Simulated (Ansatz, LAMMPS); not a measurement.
# Static equation of state of glassy Na2MgSi3O8 (112 atoms)

Density of this cell: 2.51 g/cm³. The cell holds 112 atoms: 8 Mg, 16 Na, 64 O and 24 Si. Its edges and angles: a = 11.841 Å, b = 11.065 Å, c = 11.425 Å, α = 88.2°, β = 89.7°, γ = 87.4°. The starting structure: 112 atoms (8 Mg, 16 Na, 64 O, 24 Si) placed at random at 2.58 g/cm³, melted at 4500 K for 20 ps at fixed volume with the Morse and Coulomb pair potential with partial charges (Pedone, Malavasi, Menziani, Cormack and Segre, J. Phys. Chem. B 110, 11780 (2006)). Quenched from 4500 K to 300 K at 10 K/ps and fixed volume, held 20 ps at zero pressure.

Calculated with Ansatz 0.2.0: Kohn-Sham DFT, PBE, PAW (set soft_2), plane waves; cutoff 420 eV, Γ point, fermi-dirac smearing of 0.05 eV. Cell and atoms were relaxed first, to V0 = 13.345 Å³ an atom at a residual P0 = 0.002 GPa. The cell was then scaled evenly, and the atoms were relaxed at each volume.

```
volume (Å³/atom)  pressure (GPa)
          12.011           4.696
          12.545               ?
          12.945           1.212
          13.746          -1.147
          14.146          -2.147
```

**Question.** Fit the third-order Birch–Murnaghan equation to the rows given and interpolate to the withheld row.

**Working.**

Take the Eulerian strain f = ½[(V0/V)^(2/3) − 1] and the normalised pressure F = (P − P0) / [3f(1 + 2f)^(5/2)]. The third-order Birch–Murnaghan equation is then the line F = B0 + (3/2)B0(B′ − 4) f, so u = f and v = F.

```
      u = f  v = F (GPa)
  0.0363831      36.0833
  0.0102569      37.4018
-0.00975648      41.2100
 -0.0190507      41.4341
```

With n = 4: mean u = 0.00445822, mean v = 39.0323, Σ(u − ū)² = 0.0018076, Σ(u − ū)(v − v̄) = -0.19102. Slope b = -0.19102 / 0.0018076 = -105.68; intercept a = v̄ − b ū = 39.503.

So B0 = a = 39.5 GPa and B′ = 4 + 2b/(3a) = 2.22. At the withheld volume f = 0.02106, F = a + b f = 37.28 GPa, and P = P0 + 3f(1 + 2f)^(5/2) F.

Prediction at 12.545: 2.612 GPa. The run gave 2.199 GPa, so the fit is high by 0.41 GPa (19 % of the value).

The series isn't one smooth equation of state: even a line fitted to all rows, the withheld one included, misses F by up to 13.4 %, the count of bonds changes along the series and an atom moves over 0.5 Å in some relaxation. B0 and B′ are then only the numbers of this fit, not moduli of the material. Among the rows given, the largest miss of the fit is at 12.011, by 0.055 GPa (0.81 % of the range of the table).

Limits: Static cells at zero temperature; the cell shape is held. The program notes that the SCF threshold of these relaxations is loose for the stress. The quench rate of 10 K/ps is many orders above laboratory rates, so the cell is likely richer in defects and strain than a real sample. The network of bonds at the start is that of the classical potential that made the cell, and needn't be the one that DFT or experiment would give. Only the Γ point is sampled, in a cell whose shortest periodic width is 11 Å.

[Logs are printed without paths, hosts, clocks, repeated set-up lines and the standing remarks that a program may print on its own settings, such as how far it seeks lower states.]

[Hosts, paths, dates, database ids (printed as entryN), source tags and the programs' standing remarks are cut or masked in the printed files.]
